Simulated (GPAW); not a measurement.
A computed O K-edge spectrum of one site in a crystal of H, O and Sc, with its zero at a photon energy of about 526.9 eV (raw 535.7 eV, less 8.8 eV of added terms; LDA puts this hole about 4 eV below PBE, itself good to a few eV). Method: GPAW, LDA, full core hole (charged cell) in a small cell, dipole transitions, broadening that rises with energy.

Energy from the lowest empty level; intensity scaled to a mean of 1 over the first 20 eV:

| E (eV) | intensity |
| --- | --- |
| -2.0 | 0.00 |
| -1.5 | 0.00 |
| -1.0 | 0.01 |
| -0.5 | 0.17 |
| 0.0 | 0.85 |
| 0.5 | 1.41 |
| 1.0 | 1.25 |
| 1.5 | 0.75 |
| 2.0 | 0.45 |
| 2.5 | 1.18 |
| 3.0 | 2.22 |
| 3.5 | 1.61 |
| 4.0 | 0.71 |
| 4.5 | 0.61 |
| 5.0 | 0.97 |
| 5.5 | 1.35 |
| 6.0 | 1.30 |
| 6.5 | 1.12 |
| 7.0 | 1.16 |
| 7.5 | 1.44 |
| 8.0 | 1.79 |
| 8.5 | 2.00 |
| 9.0 | 1.87 |
| 9.5 | 1.54 |
| 10.0 | 1.29 |
| 10.5 | 1.17 |
| 11.0 | 1.12 |
| 11.5 | 1.05 |
| 12.0 | 0.92 |
| 12.5 | 0.75 |
| 13.0 | 0.62 |
| 13.5 | 0.58 |
| 14.0 | 0.61 |
| 14.5 | 0.67 |
| 15.0 | 0.72 |
| 15.5 | 0.73 |
| 16.0 | 0.70 |
| 16.5 | 0.61 |
| 17.0 | 0.51 |
| 17.5 | 0.44 |
| 18.0 | 0.42 |
| 18.5 | 0.45 |
| 19.0 | 0.49 |
| 19.5 | 0.55 |
| 20.0 | 0.59 |
| 20.5 | 0.61 |
| 21.0 | 0.62 |
| 21.5 | 0.62 |
| 22.0 | 0.61 |
| 22.5 | 0.62 |
| 23.0 | 0.63 |
| 23.5 | 0.65 |
| 24.0 | 0.68 |
| 24.5 | 0.72 |
| 25.0 | 0.77 |
| 25.5 | 0.83 |
| 26.0 | 0.89 |
| 26.5 | 0.95 |
| 27.0 | 1.00 |
| 27.5 | 1.03 |
| 28.0 | 1.04 |
| 28.5 | 1.02 |
| 29.0 | 0.99 |
| 29.5 | 0.95 |
| 30.0 | 0.91 |
| 30.5 | 0.86 |
| 31.0 | 0.83 |
| 31.5 | 0.79 |
| 32.0 | 0.76 |

Which coordination does this site have?

A K edge sees empty p states; the first features are O p mixed into the empty d states of the Sc neighbours, and the broad ones above probably into the cations' higher empty bands. It is atom 2 of ScHO2 (R-3m), with 1 H at 1.22 Å and 3 Sc at 2.14 Å (distorted tetrahedral, site symmetry 3m). Its main maxima below 24 eV lie at 0.6 eV (1.42), 3.1 eV (2.23), 5.7 eV (1.38), 8.6 eV (2.01) and 15.4 eV (0.74). A near-edge spectrum doesn't fix the structure by itself; it is matched against candidates. The mesh is coarse (0.32 Å⁻¹ between points), so small maxima may be mesh ripples. The structure is a computed Materials Project entry and may be a hypothetical form.

[Hosts, paths, dates, database ids (printed as entryN), source tags and the programs' standing remarks are cut or masked in the printed files.]

[Lists of maxima count a maximum above −3 eV only where it reaches 4 % of the highest in the window and stands out from its surroundings by 2 % of it (1.5 % where it reaches 55 %); shoulders and weaker maxima are passed over, and of the rest the first, up to two pre-edge ones and the few strongest are named.]
